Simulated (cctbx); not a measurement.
**Absolute structure of Li2RuSI3**

Space group P4_1 (no. 76), a = 8.2530 Å, b = 8.2530 Å, c = 12.4280 Å, α = 90.00°, β = 90.00°, γ = 90.00°.

```csv
atom,mult.,x,y,z,Ueq (Å²)
I1,4,0.9653,0.2624,0.0072,0.0223
I2,4,0.0064,0.2490,0.5075,0.0232
I3,4,0.2373,0.4950,0.7408,0.0226
Ru1,4,0.2591,0.4825,0.4915,0.0225
S1,4,0.7266,0.4756,0.7662,0.0334
Li1,4,0.9992,0.2431,0.7524,0.0371
Li2,4,0.2491,0.2575,0.1241,0.0599
```

The model was made for the exercise: a known structure type with other elements put in, its volume estimated, not relaxed; displacement parameters are assumed.

Data sets are simulated with cctbx and refined with Bijvoet mates kept apart; Flack x is then fitted as the share of an inverted twin with the atoms fixed, Hooft y from the Bijvoet differences. The group has rotations alone, so the crystal has a hand.

Untwinned crystal. What Flack and Hooft values should come out?

| λ (Å) | extinction (unmodelled) | d min (Å) | top counts | error (%) | model | R1 | Flack x | s.u. | Hooft y | s.u. | pairs |
| --- | --- | --- | --- | --- | --- | --- | --- | --- | --- | --- | --- |
| 0.71073 | 0 | 0.77 | 70000 | 3 | as given | 0.0121 | 0.00 | 0.02 | 0.003 | 0.018 | 921 |
| 1.54184 | 0 | 0.83 | 5000 | 2 | as given | 0.0348 | 0.02 | 0.02 | 0.013 | 0.019 | 729 |

With Mo Kα, x is within 3 s.u. of 0, so the hand is right. With Cu Kα, x is within 3 s.u. of 0, so the hand is right.

A further crystal gives:

```csv
λ (Å),extinction (unmodelled),d min (Å),top counts,error (%),model,R1,Flack x,s.u.,Hooft y,s.u.,pairs
0.71073,0,0.75,70000,6,as given,0.0240,0.85,0.03,0.841,0.030,1001
```

**Question.** What is it?

It was simulated as an inversion twin with a fraction 0.8 of the inverted domain. Flack x is over 3 s.u. from both 0 and 1 and reads that fraction.

[Logs are printed without paths, hosts, clocks, repeated set-up lines and the standing remarks that a program may print on its own settings, such as how far it seeks lower states.]
